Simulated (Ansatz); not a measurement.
# ZnNi3C (Pm-3m): a soft mode frozen in, part 3 of 3

Wanted: the energy along a soft mode of ZnNi3C (Pm-3m) and the structure at the end.

Ansatz 0.2.0; DFT PBEsol, scalar-relativistic, plane waves, PAW; PAW set soft_1.

So far. Step 5 (Energy along the mode, all amplitudes (two of the runs …): The lowest of the steps tried is at 0.08 Å, 0.232 meV/atom below the parent; the bottom of the well need not coincide with a step. Step 7 (The new phase in its own primitive cell): The largest force component left is 0.12 meV/Å and the pressure is 0.000 GPa, within the tolerances set. The cell now holds 10.29 Å³/atom. The relaxed cell has a, b, c = 5.261, 5.266, 7.433 Å (conventional setting).

## 8. Modes of the new phase, k-mesh 10×10×6

A relaxed structure may still be a saddle point, so its zone-centre modes are computed. No field response is asked, since the mesh shows no gap.

input.yaml reads:

```yaml
crystal:
  lattice:
    - [2.630275239, -2.6328247982, 0.0]
    - [2.630275239, 2.6328247982, 0.0]
    - [0.0, 0.0, 7.4329393662]
  atoms:
    - { symbol: Zn, position: [0.0050662427, 0.9949337573, 0.25] }
    - { symbol: Zn, position: [0.9949337573, 0.0050662427, 0.75] }
    - { symbol: Ni, position: [0.0, 0.5, 0.5] }
    - { symbol: Ni, position: [0.0, 0.5, 0.0] }
    - { symbol: Ni, position: [0.5137476917, 0.4862523083, 0.25] }
    - { symbol: Ni, position: [0.4862523083, 0.5137476917, 0.75] }
    - { symbol: Ni, position: [0.5, 0.0, 0.5] }
    - { symbol: Ni, position: [0.5, 0.0, 0.0] }
    - { symbol: C, position: [0.5, 0.5, 0.5] }
    - { symbol: C, position: [0.5, 0.5, 0.0] }
kpoints:
  mp_grid: { grid: [10, 10, 6] }
hamiltonian:
  xc: pbesol
  pseudopotentials: { kind: paw, azcp: { folder: soft_1 }, xc_functional: pbe }
scf:
  occupations: { method: methfessel_paxton, width: 0.2 }
output:
  eigenvalues: true
phonons:
  method: dfpt
```

The run is started by

```sh
$ ansatz run input.yaml --threads 4 --pin off --max-ram 10240MiB --backend cpu --events-out ev --progress --plain --runs-dir out
```

Numbers of over 12 decimals in the logs are rounded to 6 here.

Log:

```text
Engine: ansatz 0.2.0, x86_64-unknown-linux-gnu
Pseudopotentials: kind: paw
Pseudopotential: Zn, paw, valence charge 12, recommended cutoff 420 eV (normal), soft_1/Zn.paw.azcp
Pseudopotential: Ni, paw, valence charge 18, recommended cutoff 420 eV (normal), soft_1/Ni.paw.azcp
Pseudopotential: C, paw, valence charge 4, recommended cutoff 420 eV (normal), soft_1/C.paw.azcp
Functional definition: PBEsol
  exchange = pbesol_x
  correlation = pbesol_c
Crystal: 10 atoms, lattice volume = 102.947 Å³
Basis set: ecut = 420 eV, 2041 PW (Γ), exchange–correlation on 50×50×100 points (8 copies of the dense FFT grid, shifted against one another)
Bands: 84, of which v1, the nominal top of the filled ones, is band 70 counted from 1 (69 counted from 0)
Symmetry: 8 space group operations
k-points: 304 of 600 (irreducible under 1 space group operation, time reversal used)
Non-local potential: Zn, projectors of the file, l = 0: 2, l = 1: 2, l = 2: 3, l = 3: 1
Non-local potential: Ni, projectors of the file, l = 0: 3, l = 1: 2, l = 2: 3, l = 3: 1
Non-local potential: C, projectors of the file, l = 0: 2, l = 1: 2, l = 2: 1
PAW form: soft (Blöchl's): semilocal exchange-correlation on the pseudo side does not see the compensation charge
PAW frozen core: Zn, regenerated for the run's functional, and the local potential with it (the file was generated under x = pbe(κ = 0.804, μ = 0.219515), c = pbe(β = 0.066725))
PAW frozen core: Ni, regenerated for the run's functional, and the local potential with it (the file was generated under x = pbe(κ = 0.804, μ = 0.219515), c = pbe(β = 0.066725))
PAW frozen core: C, regenerated for the run's functional, and the local potential with it (the file was generated under x = pbe(κ = 0.804, μ = 0.219515), c = pbe(β = 0.066725))
PAW one-centre angular grid: Zn, 590 points (default); XC on 64 Gauss nodes
PAW one-centre angular grid: Ni, 590 points (default); XC on 64 Gauss nodes
PAW one-centre angular grid: C, 110 points (default); XC on 64 Gauss nodes
Initial density: superposition of atomic densities (chi_scale 0.1, normalization cell, long waves kept (reshape's long-wave potential 0.01 eV rms))
Initial wavefunctions: pseudopotential atomic-orbital guess
Functional: x = pbesol(κ = 0.804, μ = 0.123457), c = pbesol(β = 0.046)
SCF iter   1: F=—  HF=-41888.045301 eV  |F-HF|=—  |Δ(HF+E_count)|=         —  Δρ=7.30e-2  dr2=6.79e0  ethr=3.10e-3  ⟨swp⟩=5.1  Hψ=92094  notcnv=0  defer=70
preconditioner: auto → Kerker (q_TF=auto, 2.872 Å⁻¹)  [metal: Δε(μ)=0.001 eV  Ē_g=8.714 eV  σ=0.200 eV  W_gap=0.00  n_scr=38 (ndim 8)  ℏωp=35.1 eV  f_vac=0.000  D(μ)=10.33/eV (n_scr^D=150)]
SCF iter   2: F=—  HF=-41886.788656 eV  |F-HF|=—  |Δ(HF+E_count)|=    1.26e0  S|Δr|=    0.00e0  Δρ=3.47e-2  dr2=2.24e0  ethr=3.10e-3  ⟨swp⟩=2.6  Hψ=32650  notcnv=0  defer=1528
SCF iter   3: F=—  HF=-41886.200046 eV  |F-HF|=—  |Δ(HF+E_count)|=   5.89e-1  S|Δr|=    0.00e0  Δρ=1.75e-2  dr2=6.44e-1  ethr=1.60e-3  ⟨swp⟩=2.1  Hψ=44336  notcnv=0  defer=1479
SCF iter   4: F=—  HF=-41886.036718 eV  |F-HF|=—  |Δ(HF+E_count)|=   1.63e-1  S|Δr|=    0.00e0  Δρ=7.55e-3  dr2=5.13e-2  ethr=4.60e-4  ⟨swp⟩=2.0  Hψ=39724  notcnv=0  defer=1479
SCF iter   5: F=—  HF=-41886.031658 eV  |F-HF|=—  |Δ(HF+E_count)|=   5.06e-3  S|Δr|=    0.00e0  Δρ=4.11e-3  dr2=9.53e-3  ethr=3.66e-5  ⟨swp⟩=2.1  Hψ=38185  notcnv=0  defer=1441
SCF iter   6: F=—  HF=-41886.029405 eV  |F-HF|=—  |Δ(HF+E_count)|=   2.25e-3  S|Δr|=    0.00e0  Δρ=1.58e-3  dr2=1.25e-3  ethr=6.81e-6  ⟨swp⟩=2.0  Hψ=37539  notcnv=0  defer=1441
SCF iter   7: F=—  HF=-41886.028944 eV  |F-HF|=—  |Δ(HF+E_count)|=   4.60e-4  S|Δr|=    0.00e0  Δρ=2.87e-4  dr2=5.28e-5  ethr=8.95e-7  ⟨swp⟩=2.0  Hψ=37392  notcnv=0  defer=1441
SCF iter   8: F=—  HF=-41886.028984 eV  |F-HF|=—  |Δ(HF+E_count)|=   3.99e-5  S|Δr|=    0.00e0  Δρ=9.76e-5  dr2=8.47e-6  ethr=3.77e-8  ⟨swp⟩=2.3  Hψ=40134  notcnv=0  defer=1441
SCF iter   9: F=—  HF=-41886.028996 eV  |F-HF|=—  |Δ(HF+E_count)|=   1.23e-5  S|Δr|=    0.00e0  Δρ=2.75e-5  dr2=5.14e-7  ethr=6.05e-9  ⟨swp⟩=2.1  Hψ=33353  notcnv=0  defer=1441
SCF iter  10: F=—  HF=-41886.028996 eV  |F-HF|=—  |Δ(HF+E_count)|=   9.72e-8  S|Δr|=    0.00e0  Δρ=1.54e-5  dr2=1.44e-7  ethr=3.67e-10  ⟨swp⟩=2.0  Hψ=39656  notcnv=0  defer=1441
SCF iter  11: F=—  HF=-41886.028996 eV  |F-HF|=—  |Δ(HF+E_count)|=   1.12e-8  S|Δr|=    0.00e0  Δρ=3.00e-6  dr2=5.38e-9  ethr=1.03e-10  ⟨swp⟩=2.6  Hψ=40379  notcnv=0  defer=1441
SCF iter  12: F=—  HF=-41886.028996 eV  |F-HF|=—  |Δ(HF+E_count)|=   2.18e-9  S|Δr|=    0.00e0  Δρ=1.81e-6  dr2=2.11e-9  ethr=3.84e-12  ⟨swp⟩=2.1  Hψ=36666  notcnv=0  defer=1441
SCF iter  13: F=—  HF=-41886.028996 eV  |F-HF|=—  |Δ(HF+E_count)|=  4.37e-10  S|Δr|=    0.00e0  Δρ=3.67e-7  dr2=1.27e-10  ethr=1.51e-12  ⟨swp⟩=2.1  Hψ=30631  notcnv=0  defer=1441
SCF iter  14: F=—  HF=-41886.028996 eV  |F-HF|=—  |Δ(HF+E_count)|=  5.82e-11  S|Δr|=    0.00e0  Δρ=1.30e-7  dr2=1.22e-11  ethr=1.00e-12  ⟨swp⟩=1.0  Hψ=24071  notcnv=0  defer=1441
SCF iter  15: F=-41886.028996 eV  HF=-41886.028996 eV  |F-HF|=0.00e0  |Δ(HF+E_count)|=  1.46e-11  S|Δr|=    0.00e0  Δρ=5.17e-8  dr2=1.74e-12  ethr=1.00e-12  ⟨swp⟩=12.8  Hψ=145995  notcnv=0
SCF 1 converged in 15 iterations: F = -41886.028996 eV  dr2 = 1.74e-12
[...]
DFPT response loops at Γ: preconditioner auto → Kerker (q_TF=auto, 2.872 Å⁻¹) (partly filled bands, converged f_vac=0.000); β = 1.00, the filter's whole step (`scf.mixing.beta` (0.50) is not read by the response loops under this deck's `scf.mixing.preconditioner`; to damp them name `kerker` or `kerker_dos`, under which they read `scf.mixing.beta`, and type it under 1.00, their step now; both keys bind the ground state too); Broyden in place of MSR1
```

Elapsed: 6.1 min, on 4 threads of Intel Xeon Platinum 8375C at 2.90GHz (Ice Lake), shared host; peak memory 7.2 GiB.

The run was cut off at the time limit after its SCF cycle had converged; no result of it is taken.

The program's message: “Warning:”

## 9. The phases reached

The phases reached along the modes that were followed are set side by side.

Energies are those of the first relaxation, on the mesh of the frozen mode; space group, volume and gap are those of the last relaxation. Phases, by row:

| mode frozen in | space group | energy from parent (meV/atom) | volume (Å³/atom) | gap on mesh (eV) | lowest zone-centre optical mode (cm⁻¹) | largest shift (Å) |
| --- | --- | --- | --- | --- | --- | --- |
| parent | Pm-3m | 0 | 10.29 | 0 | – | – |
| q = (0, 0, -0.5), 48i cm⁻¹ | Cmcm | -0.29 | 10.29 | 0 | 36.1 | 0.072 |
| q = (0, 0, -0.5), 48i cm⁻¹ | Pmma | -0.18 | 10.29 | 0 | – | 0.057 |
| q = (0, 0, -0.5), 48i cm⁻¹ | Cmcm | -0.29 | 10.29 | 0 | – | 0.072 |

## 10. Results

```yaml
unstable_mode_of_the_parent: q = (0, 0, -0.5), 48i cm⁻¹
depth_at_the_lowest_point_sampled: 0.232 meV/atom
largest_atomic_shift_at_that_point: 0.08 Å
space_group_reached_within_0p01_a: Cmcm
energy_gained_over_the_parent_first_relaxation_on_the_mesh_of_the_frozen_mode: 0.289 meV/atom
volume_per_atom_phase_reached: 10.3 Å³
```

Along this mode the structure falls into Cmcm, 0.289 meV/atom below the parent. At the parent's cell the well is 0.232 meV/atom deep on the steps tried, with its lowest point at a shift of 0.08 Å. Relaxing atoms and cell changes the gain by +0.06 meV/atom against the lowest step (energies at zero smearing). The modes of the phase reached were not computed on this path. How so shallow a well moves with the k mesh was not tested. Of the 3 patterns followed to their end from this parent, this one reaches the lowest energy. Another end point lies within 1 meV/atom; how such a difference moves with mesh and cutoff was not tested. Each path keeps the symmetry of its pattern, so a lower phase may lie along a pattern not tried. The q mesh stands for a supercell only 7.4 Å across, so branches between the solved wavevectors are rough. With no gap, or one that is small against the smearing, the frequencies hang on the k mesh and the smearing, most of all near Kohn anomalies. The phonon runs are without spin polarisation, although Ni often carries a moment. The PAW files were made for PBE and serve the other functionals too.

[Logs are printed without paths, hosts, clocks, repeated set-up lines and the standing remarks that a program may print on its own settings, such as how far it seeks lower states.]

[Hosts, paths, dates, database ids (printed as entryN), source tags and the programs' standing remarks are cut or masked in the printed files.]
